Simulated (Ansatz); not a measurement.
**W wire along [100], 4 atoms a period: bands along the axis**

Aim: is the W wire along [100], 4 atoms a period a metal or a semiconductor?

Calculated with Ansatz 0.2.0; DFT PBE, plane waves, PAW; relaxation of a wire's period; PAW set soft_1, in the first sound run; inputs show where later runs differ.

## (1) Set-up

The cell holds 4 atoms: 4 W. Its edges and angles: a = 9.970 Å, b = 9.970 Å, c = 3.170 Å, α = 90.0°, β = 90.0°, γ = 90.0°. Vacuum lies along a and b. The structure's axis is c.

## (2) Relaxation of atoms and period

Band widths follow the bond lengths, so the wire is relaxed first. The atoms and the third cell vector are free; the box across stays fixed as vacuum. A Fermi-Dirac smearing is set since the result may be a metal. The pressure printed is a third of the stress's trace over the whole box, vacuum included; only the stress along the axis is relaxed.

input.yaml

```yaml
crystal:
  lattice:
    - [9.97, 0.0, 0.0]
    - [0.0, 9.97, 0.0]
    - [0.0, 0.0, 3.17]
  atoms:
    - { symbol: W, position: [0.341023069, 0.5, 0.0] }
    - { symbol: W, position: [0.658976931, 0.5, 0.0] }
    - { symbol: W, position: [0.5, 0.341023069, 0.5] }
    - { symbol: W, position: [0.5, 0.658976931, 0.5] }
kpoints:
  mp_grid: { grid: [1, 1, 26] }
scf:
  occupations: { method: fermi_dirac, width: 0.05 }
hamiltonian:
  xc: pbe
  pseudopotentials: { kind: paw, azcp: { folder: soft_1 } }
relax:
  cell: { fix: [a, b, alpha, beta, gamma] }
  max_steps: 45
  f_tol: 0.03
```

Command:

```console
$ ansatz run input.yaml --threads 4 --pin off --max-ram 16384MiB --backend cpu --events-out ev --progress --plain --runs-dir out
```

Numbers of over 12 decimals in the logs are rounded to 6 here.

Output:

```text
Engine: ansatz 0.2.0, aarch64-unknown-linux-gnu
Pseudopotentials: kind: paw
Pseudopotential: W, paw, valence charge 14, recommended cutoff 420 eV (normal), soft_1/W.paw.azcp
Functional definition: PBE
  parameter kappa = 0.804
  parameter beta = 0.066725
  exchange = pbe_x(kappa = kappa, mu = beta*pi^2/3)
  correlation = pbe_c(beta = beta)
Crystal: 4 atoms, lattice volume = 315.101 Å³
Basis set: ecut = 420 eV, 6191 PW (Γ), exchange–correlation on 144×144×48 points (8 copies of the dense FFT grid, shifted against one another)
Bands: 34, of which v1, the nominal top of the filled ones, is band 28 counted from 1 (27 counted from 0)
Symmetry: 16 space group operations
Space group: P42/mmc (ITA 131), of the structure as read, at distance tolerance 6.8e-5 Å
k-points: 14 of 26
Non-local potential: W, projectors of the file, l = 0: 3, l = 1: 2, l = 2: 2, l = 3: 1
PAW form: soft (Blöchl's): semilocal exchange-correlation on the pseudo side does not see the compensation charge
PAW one-centre angular grid: W, 590 points (default); XC on 64 Gauss nodes
Initial density: superposition of atomic densities (neutral atoms: chi_scale 0, normalization atom)
Initial wavefunctions: pseudopotential atomic-orbital guess
Functional: x = pbe(κ = 0.804, μ = 0.219515), c = pbe(β = 0.066725)
SCF iter   1: F=—  HF=-41536.212454 eV  |F-HF|=—  |Δ(HF+E_count)|=         —  Δρ=4.13e-2  dr2=2.00e1  ethr=3.10e-3  ⟨swp⟩=7.9  Hψ=2093  notcnv=0
preconditioner: auto → LDOS  [metal: Δε(μ)=0.027 eV  Ē_g=3.887 eV  σ=0.050 eV  W_gap=0.13  n_scr=38 (ndim 8)  ℏωp=10.2 eV  f_vac=0.563  D(μ)=5.28/eV (n_scr^D=20)  β→1.0]
SCF iter   2: F=—  HF=-41535.088174 eV  |F-HF|=—  |Δ(HF+E_count)|=    1.12e0  Δρ=4.39e-2  dr2=2.18e1  ethr=3.10e-3  ⟨swp⟩=4.0  Hψ=1309  notcnv=0  defer=2
SCF iter   3: F=—  HF=-41531.635247 eV  |F-HF|=—  |Δ(HF+E_count)|=    3.45e0  Δρ=8.04e-3  dr2=5.06e-1  ethr=3.10e-3  ⟨swp⟩=3.7  Hψ=1277  notcnv=0
SCF iter   4: F=—  HF=-41531.606520 eV  |F-HF|=—  |Δ(HF+E_count)|=   2.87e-2  Δρ=3.11e-3  dr2=2.94e-2  ethr=9.04e-4  ⟨swp⟩=2.1  Hψ=752  notcnv=0
SCF iter   5: F=—  HF=-41531.608037 eV  |F-HF|=—  |Δ(HF+E_count)|=   1.52e-3  Δρ=1.06e-3  dr2=5.49e-3  ethr=5.24e-5  ⟨swp⟩=3.0  Hψ=1019  notcnv=0
SCF iter   6: F=—  HF=-41531.608577 eV  |F-HF|=—  |Δ(HF+E_count)|=   5.40e-4  Δρ=3.29e-4  dr2=3.48e-4  ethr=9.80e-6  ⟨swp⟩=2.1  Hψ=684  notcnv=0
SCF iter   7: F=—  HF=-41531.608981 eV  |F-HF|=—  |Δ(HF+E_count)|=   4.04e-4  Δρ=1.12e-4  dr2=7.52e-5  ethr=6.21e-7  ⟨swp⟩=2.1  Hψ=720  notcnv=0
SCF iter   8: F=—  HF=-41531.609158 eV  |F-HF|=—  |Δ(HF+E_count)|=   1.77e-4  Δρ=2.47e-5  dr2=2.94e-6  ethr=1.34e-7  ⟨swp⟩=2.1  Hψ=614  notcnv=0
SCF iter   9: F=—  HF=-41531.609159 eV  |F-HF|=—  |Δ(HF+E_count)|=   1.53e-6  Δρ=6.23e-6  dr2=1.56e-7  ethr=5.26e-9  ⟨swp⟩=2.0  Hψ=674  notcnv=0
SCF iter  10: F=-41531.609159 eV  HF=-41531.609159 eV  |F-HF|=5.18e-9  |Δ(HF+E_count)|=   4.09e-8  Δρ=1.21e-6  dr2=2.69e-9  ethr=1.79e-10  ⟨swp⟩=5.1  Hψ=1776  notcnv=0
SCF 1 converged in 10 iterations: F = -41531.609159 eV  dr2 = 2.69e-9
  greatest PAW one-centre occupation: 0.999 electrons in one spin orbital (limit 2), on the W atom at site 3 (counted from 0), in its partial waves of l = 0
relax step   1: F+E_penalty+E_count = -41531.60915933 eV  Δ(F+E_penalty+E_count) = +0.000e0 eV  max|allowed force component| = 4.285e0 eV/Å  Δτ_max = 0.0000 Å  P = -7.355 GPa  Ω = 315.101 Å³  fix = [a, b, alpha, beta, gamma]  reactions: a -6.852, b -6.852 GPa  (10 SCF iters, dr2 threshold 1.00e-7 eV, accepted)
Crystal: 4 atoms, lattice volume = 309.885 Å³
Basis set: ecut = 420 eV, 6103 PW (Γ), exchange–correlation on 144×144×48 points (8 copies of the dense FFT grid, shifted against one another)
Initial density: handed on by an earlier stage of this run
Initial wavefunctions: those handed on with the density
SCF iter   1: F=—  HF=-41533.589919 eV  |F-HF|=—  |Δ(HF+E_count)|=         —  Δρ=1.85e-2  dr2=2.48e0  ethr=3.10e-3  ⟨swp⟩=11.1  Hψ=2308  notcnv=0
preconditioner: auto → LDOS  [insulator: Δε(μ)=0.157 eV  Ē_g=4.158 eV  σ=0.050 eV  W_gap=0.65  n_scr=38 (ndim 8)  ℏωp=10.3 eV  f_vac=0.619  D(μ)=2.91/eV (n_scr^D=12)  ε∞_Penn≈7.2  β→1.0]
SCF iter   2: F=—  HF=-41533.823313 eV  |F-HF|=—  |Δ(HF+E_count)|=   2.33e-1  Δρ=1.60e-2  dr2=4.05e0  ethr=3.10e-3  ⟨swp⟩=4.6  Hψ=1274  notcnv=0
SCF iter   3: F=—  HF=-41533.153998 eV  |F-HF|=—  |Δ(HF+E_count)|=   6.69e-1  Δρ=2.63e-3  dr2=3.84e-2  ethr=3.10e-3  ⟨swp⟩=3.0  Hψ=871  notcnv=0
SCF iter   4: F=—  HF=-41533.163226 eV  |F-HF|=—  |Δ(HF+E_count)|=   9.23e-3  Δρ=6.92e-4  dr2=1.46e-3  ethr=6.86e-5  ⟨swp⟩=2.3  Hψ=931  notcnv=0
SCF iter   5: F=—  HF=-41533.164592 eV  |F-HF|=—  |Δ(HF+E_count)|=   1.37e-3  Δρ=2.74e-4  dr2=3.65e-4  ethr=2.61e-6  ⟨swp⟩=3.4  Hψ=978  notcnv=0
SCF iter   6: F=—  HF=-41533.164949 eV  |F-HF|=—  |Δ(HF+E_count)|=   3.57e-4  Δρ=7.58e-5  dr2=1.73e-5  ethr=6.52e-7  ⟨swp⟩=2.4  Hψ=814  notcnv=0
SCF iter   7: F=—  HF=-41533.164989 eV  |F-HF|=—  |Δ(HF+E_count)|=   3.91e-5  Δρ=2.12e-5  dr2=1.21e-6  ethr=3.09e-8  ⟨swp⟩=2.5  Hψ=753  notcnv=0
SCF iter   8: F=-41533.164990 eV  HF=-41533.164990 eV  |F-HF|=2.06e-7  |Δ(HF+E_count)|=   1.67e-6  Δρ=6.31e-6  dr2=9.53e-8  ethr=7.14e-10  ⟨swp⟩=5.6  Hψ=1883  notcnv=0
SCF 2 converged in 8 iterations: F = -41533.164990 eV  dr2 = 9.53e-8
relax step   2: F+E_penalty+E_count = -41533.16499048 eV  Δ(F+E_penalty+E_count) = -1.556e0 eV  max|allowed force component| = 1.716e0 eV/Å  Δτ_max = 0.1929 Å  P = +1.518 GPa  Ω = 309.885 Å³  energy of the carried Pulay correction = +4.584e-4 eV  fix = [a, b, alpha, beta, gamma]  reactions: a +2.488, b +2.488 GPa  (8 SCF iters, dr2 threshold 4.00e-7 eV, accepted)
Crystal: 4 atoms, lattice volume = 294.513 Å³
Basis set: ecut = 420 eV, 5725 PW (Γ), exchange–correlation on 144×144×48 points (8 copies of the dense FFT grid, shifted against one another)
iter 1 solved again at ethr=5.21e-4 eV; its pass at ethr=3.10e-3 eV (dr2=2.92e-1 eV) is discarded
SCF iter   1: F=—  HF=-41533.295980 eV  |F-HF|=—  |Δ(HF+E_count)|=         —  Δρ=8.18e-3  dr2=2.88e-1  ethr=5.21e-4  ⟨swp⟩=2.1  Hψ=2917  notcnv=0
preconditioner: auto → LDOS  [metal: Δε(μ)=0.058 eV  Ē_g=3.653 eV  σ=0.050 eV  W_gap=0.28  n_scr=36 (ndim 8)  ℏωp=10.6 eV  f_vac=0.593  D(μ)=8.04/eV (n_scr^D=46)  β→1.0]
SCF iter   2: F=—  HF=-41533.300563 eV  |F-HF|=—  |Δ(HF+E_count)|=   4.58e-3  Δρ=5.59e-3  dr2=3.83e-1  ethr=5.14e-4  ⟨swp⟩=3.3  Hψ=1041  notcnv=0
SCF iter   3: F=—  HF=-41533.246197 eV  |F-HF|=—  |Δ(HF+E_count)|=   5.44e-2  Δρ=1.42e-3  dr2=1.09e-2  ethr=5.14e-4  ⟨swp⟩=2.8  Hψ=865  notcnv=0
SCF iter   4: F=—  HF=-41533.245937 eV  |F-HF|=—  |Δ(HF+E_count)|=   2.59e-4  Δρ=3.90e-4  dr2=4.56e-4  ethr=1.95e-5  ⟨swp⟩=2.7  Hψ=807  notcnv=0
SCF iter   5: F=—  HF=-41533.246322 eV  |F-HF|=—  |Δ(HF+E_count)|=   3.85e-4  Δρ=1.32e-4  dr2=4.64e-5  ethr=8.14e-7  ⟨swp⟩=2.1  Hψ=667  notcnv=0
SCF iter   6: F=—  HF=-41533.246528 eV  |F-HF|=—  |Δ(HF+E_count)|=   2.06e-4  Δρ=4.50e-5  dr2=6.38e-6  ethr=8.28e-8  ⟨swp⟩=2.9  Hψ=941  notcnv=0
SCF iter   7: F=-41533.246530 eV  HF=-41533.246530 eV  |F-HF|=3.14e-7  |Δ(HF+E_count)|=   1.76e-6  Δρ=1.01e-5  dr2=2.54e-7  ethr=7.14e-10  ⟨swp⟩=4.4  Hψ=2373  notcnv=0
SCF 3 converged in 7 iterations: F = -41533.246530 eV  dr2 = 2.54e-7
relax step   3: F+E_penalty+E_count = -41533.24653010 eV  Δ(F+E_penalty+E_count) = -8.154e-2 eV  max|allowed force component| = 6.171e-1 eV/Å  Δτ_max = 0.0861 Å  P = +0.034 GPa  Ω = 294.513 Å³  energy of the carried Pulay correction = +1.855e-3 eV  fix = [a, b, alpha, beta, gamma]  reactions: a -0.929, b -0.929 GPa  (7 SCF iters, dr2 threshold 4.00e-7 eV, accepted)
Crystal: 4 atoms, lattice volume = 303.387 Å³
Basis set: ecut = 420 eV, 5975 PW (Γ), exchange–correlation on 144×144×48 points (8 copies of the dense FFT grid, shifted against one another)
iter 1 solved again at ethr=5.63e-5 eV; its pass at ethr=3.10e-3 eV (dr2=3.15e-2 eV) is discarded
SCF iter   1: F=—  HF=-41533.348392 eV  |F-HF|=—  |Δ(HF+E_count)|=         —  Δρ=3.00e-3  dr2=3.17e-2  ethr=5.63e-5  ⟨swp⟩=2.0  Hψ=2810  notcnv=0
preconditioner: auto → LDOS  [insulator: Δε(μ)=0.156 eV  Ē_g=3.726 eV  σ=0.050 eV  W_gap=0.61  n_scr=38 (ndim 8)  ℏωp=10.4 eV  f_vac=0.602  D(μ)=3.82/eV (n_scr^D=20)  ε∞_Penn≈8.9  β→1.0]
SCF iter   2: F=—  HF=-41533.348945 eV  |F-HF|=—  |Δ(HF+E_count)|=   5.54e-4  Δρ=1.67e-3  dr2=3.87e-2  ethr=5.63e-5  ⟨swp⟩=2.6  Hψ=956  notcnv=0
SCF iter   3: F=—  HF=-41533.343391 eV  |F-HF|=—  |Δ(HF+E_count)|=   5.55e-3  Δρ=5.41e-4  dr2=2.34e-3  ethr=5.63e-5  ⟨swp⟩=2.2  Hψ=798  notcnv=0
SCF iter   4: F=—  HF=-41533.343131 eV  |F-HF|=—  |Δ(HF+E_count)|=   2.60e-4  Δρ=1.23e-4  dr2=6.25e-5  ethr=4.18e-6  ⟨swp⟩=2.2  Hψ=772  notcnv=0
SCF iter   5: F=—  HF=-41533.343324 eV  |F-HF|=—  |Δ(HF+E_count)|=   1.93e-4  Δρ=3.68e-5  dr2=1.06e-5  ethr=1.12e-7  ⟨swp⟩=2.0  Hψ=697  notcnv=0
SCF iter   6: F=-41533.343327 eV  HF=-41533.343327 eV  |F-HF|=2.40e-8  |Δ(HF+E_count)|=   3.61e-6  Δρ=7.28e-6  dr2=2.63e-7  ethr=7.14e-10  ⟨swp⟩=4.3  Hψ=2200  notcnv=0
SCF 4 converged in 6 iterations: F = -41533.343327 eV  dr2 = 2.63e-7
  greatest PAW one-centre occupation: 0.999 electrons in one spin orbital (limit 2), on the W atom at site 1 (counted from 0), in its partial waves of l = 0
relax step   4: F+E_penalty+E_count = -41533.34332731 eV  Δ(F+E_penalty+E_count) = -9.680e-2 eV  max|allowed force component| = 2.512e-1 eV/Å  Δτ_max = 0.0288 Å  P = -0.381 GPa  Ω = 303.387 Å³  energy of the carried Pulay correction = +1.040e-3 eV  fix = [a, b, alpha, beta, gamma]  reactions: a -0.350, b -0.350 GPa  (6 SCF iters, dr2 threshold 4.00e-7 eV, accepted)
Crystal: 4 atoms, lattice volume = 302.902 Å³
Basis set: ecut = 420 eV, 5959 PW (Γ), exchange–correlation on 144×144×48 points (8 copies of the dense FFT grid, shifted against one another)
iter 1 solved again at ethr=7.07e-6 eV; its pass at ethr=3.10e-3 eV (dr2=3.96e-3 eV) is discarded
SCF iter   1: F=—  HF=-41533.347411 eV  |F-HF|=—  |Δ(HF+E_count)|=         —  Δρ=6.72e-4  dr2=4.02e-3  ethr=7.07e-6  ⟨swp⟩=2.1  Hψ=2265  notcnv=0
preconditioner: auto → LDOS  [insulator: Δε(μ)=0.138 eV  Ē_g=3.755 eV  σ=0.050 eV  W_gap=0.56  n_scr=36 (ndim 8)  ℏωp=10.5 eV  f_vac=0.602  D(μ)=3.90/eV (n_scr^D=20)  ε∞_Penn≈8.7  β→1.0]
SCF iter   2: F=—  HF=-41533.347716 eV  |F-HF|=—  |Δ(HF+E_count)|=   3.05e-4  Δρ=6.68e-4  dr2=6.22e-3  ethr=7.07e-6  ⟨swp⟩=2.2  Hψ=867  notcnv=0
SCF iter   3: F=—  HF=-41533.346779 eV  |F-HF|=—  |Δ(HF+E_count)|=   9.37e-4  Δρ=1.51e-4  dr2=2.20e-4  ethr=7.07e-6  ⟨swp⟩=2.0  Hψ=644  notcnv=0
SCF iter   4: F=—  HF=-41533.346923 eV  |F-HF|=—  |Δ(HF+E_count)|=   1.45e-4  Δρ=2.34e-5  dr2=1.96e-6  ethr=3.93e-7  ⟨swp⟩=2.1  Hψ=691  notcnv=0
SCF iter   5: F=-41533.346924 eV  HF=-41533.346924 eV  |F-HF|=8.72e-8  |Δ(HF+E_count)|=   5.84e-7  Δρ=7.24e-6  dr2=1.94e-7  ethr=7.14e-10  ⟨swp⟩=6.0  Hψ=2088  notcnv=0
SCF 5 converged in 5 iterations: F = -41533.346924 eV  dr2 = 1.94e-7
relax step   5: F+E_penalty+E_count = -41533.34692392 eV  Δ(F+E_penalty+E_count) = -3.597e-3 eV  max|allowed force component| = 5.907e-3 eV/Å  Δτ_max = 0.0059 Å  P = +0.032 GPa  Ω = 302.902 Å³  energy of the carried Pulay correction = +1.084e-3 eV  fix = [a, b, alpha, beta, gamma]  reactions: a +0.042, b +0.042 GPa  (5 SCF iters, dr2 threshold 4.00e-7 eV, accepted)
Initial wavefunctions: pseudopotential atomic-orbital guess (no wavefunctions were taken with the density)
iter 1 solved again at ethr=1.92e-8 eV; its pass at ethr=3.10e-3 eV (dr2=1.08e-5 eV) is discarded
SCF iter   1: F=—  HF=-41533.345588 eV  |F-HF|=—  |Δ(HF+E_count)|=         —  Δρ=5.08e-5  dr2=1.21e-6  ethr=1.92e-8  ⟨swp⟩=5.3  Hψ=4066  notcnv=0
preconditioner: auto → LDOS  [insulator: Δε(μ)=0.130 eV  Ē_g=3.747 eV  σ=0.050 eV  W_gap=0.54  n_scr=36 (ndim 8)  ℏωp=10.5 eV  f_vac=0.602  D(μ)=4.06/eV (n_scr^D=20)  ε∞_Penn≈8.8  β→1.0]
SCF iter   2: F=—  HF=-41533.345754 eV  |F-HF|=—  |Δ(HF+E_count)|=   1.66e-4  Δρ=8.04e-6  dr2=3.83e-7  ethr=2.17e-9  ⟨swp⟩=2.4  Hψ=941  notcnv=0
SCF iter   3: F=—  HF=-41533.345754 eV  |F-HF|=—  |Δ(HF+E_count)|=   2.22e-8  Δρ=3.82e-6  dr2=1.59e-7  ethr=6.83e-10  ⟨swp⟩=3.1  Hψ=992  notcnv=0
SCF iter   4: F=—  HF=-41533.345754 eV  |F-HF|=—  |Δ(HF+E_count)|=   2.21e-8  Δρ=1.48e-6  dr2=8.73e-9  ethr=2.84e-10  ⟨swp⟩=2.1  Hψ=657  notcnv=0
SCF iter   5: F=—  HF=-41533.345754 eV  |F-HF|=—  |Δ(HF+E_count)|=  4.87e-10  Δρ=4.29e-7  dr2=9.45e-10  ethr=1.56e-11  ⟨swp⟩=2.4  Hψ=774  notcnv=0
SCF iter   6: F=-41533.345754 eV  HF=-41533.345754 eV  |F-HF|=1.46e-11  |Δ(HF+E_count)|=  5.97e-10  Δρ=9.60e-8  dr2=3.40e-11  ethr=1.00e-12  ⟨swp⟩=4.4  Hψ=2259  notcnv=0
SCF 6 converged in 6 iterations: F = -41533.345754 eV  dr2 = 3.40e-11
relax step   6: F+E_penalty+E_count = -41533.34575375 eV  Δ(F+E_penalty+E_count) = +1.170e-3 eV  max|allowed force component| = 6.030e-3 eV/Å  Δτ_max = 0.0000 Å  P = +0.032 GPa  Ω = 302.902 Å³  fix = [a, b, alpha, beta, gamma]  reactions: a +0.044, b +0.044 GPa  stress off target by 8.98e-3 GPa on what of the cell is left free  SCF on the basis re-selected at this cell (its energy is not comparable with the rows above)  (6 SCF iters)
basis re-selected at this cell: Δ(F+E_penalty+E_count) = +1.170e-3 eV, ΔP = +0.001 GPa vs the last step (what re-selecting the basis moved, of the pressure what is left beyond the Pulay correction that the steps carried, after the strain that the cell walked since its last selection, with what the two solves' SCF thresholds leave and, on support functions, any second-order correction that the steps lacked; it is no m [...]
SCF converged after 6 iterations
Free energy (F): -41533.345754 eV
Harris-Foulkes:  -41533.345754 eV  (|F-HF|=1.46e-11)
Internal energy: -41533.308570 eV  (E = F + TS)
E sigma→0 (E₀):  -41533.327162 eV
Entropy (-TS):   -0.037184 eV (-9.296 meV/atom)
Fermi energy:    2.077764 eV
--- Per-component energies (eV) ---
  E_band       = -1464.751167
  E_kinetic    = 1687.167636
  E_local      = -17508.715090  (includes V_loc(G=0)·N_el)
  E_nonlocal   = -95.420448
  E_hartree    = 8009.398537
  E_xc         = -1062.633347
  E_vxc        = -914.088533  (∫ρ·V_xc dr)
  E_paw        = -34312.990802  (= ΣΔE_a)
  E_vpaw       = -652.492936  (= ΣTr[D̂ρ^β])
  E_aug_tail   = 0.000615  (compensation charges beyond the density's cutoff)
  E_ewald      = 1749.884329
  E_smearing   = -0.037184  (= −TS)
  E_closure    = 0.000000  (closes the sum)
  Σ components = -41533.345754   (vs F -41533.345754, Δ=0.00e0)
--- Forces (eV/Å), atoms counted from 1 ---
  atom   1  W     -0.00602958     0.00000000     0.00000000
  atom   2  W      0.00602958     0.00000000     0.00000000
  atom   3  W      0.00000000    -0.00602958     0.00000000
  atom   4  W      0.00000000     0.00602958     0.00000000
  max |Σ_I F_I| component: 1.73e-18 eV/Å
--- Stress (GPa, compression-positive) ---
        0.043808       0.000000       0.000000
        0.000000       0.043808       0.000000
        0.000000       0.000000       0.008978
  P = ⅓ Tr σ = 0.0322 GPa (0.322 kbar)
--- Relaxed structure (5 steps of the walk, 5 accepted, 1 SCFs on fresh bases) ---
  F+E_penalty+E_count = -41533.34575375 eV   max|allowed force component| = 6.030e-3 eV/Å   (the final SCF, on the basis selected at the relaxed cell)
  cell:  # Å, volume = 302.9023 Å³
    - [9.97, 0.0, 0.0]
    - [0.0, 9.97, 0.0]
    - [0.0, 0.0, 3.047279]
  atoms:
    - { symbol: W, position: [0.355213, 0.5, 0.0] }
    - { symbol: W, position: [0.644787, 0.5, 0.0] }
    - { symbol: W, position: [0.5, 0.355213, 0.5] }
    - { symbol: W, position: [0.5, 0.644787, 0.5] }
```

The job ended after 24 s (4 threads of Arm Neoverse N1, shared host; peak memory 0.66 GiB).

[end of part 1 of 2]

[Logs are printed without paths, hosts, clocks, repeated set-up lines and the standing remarks that a program may print on its own settings, such as how far it seeks lower states.]

[Hosts, paths, dates, database ids (printed as entryN), source tags and the programs' standing remarks are cut or masked in the printed files.]
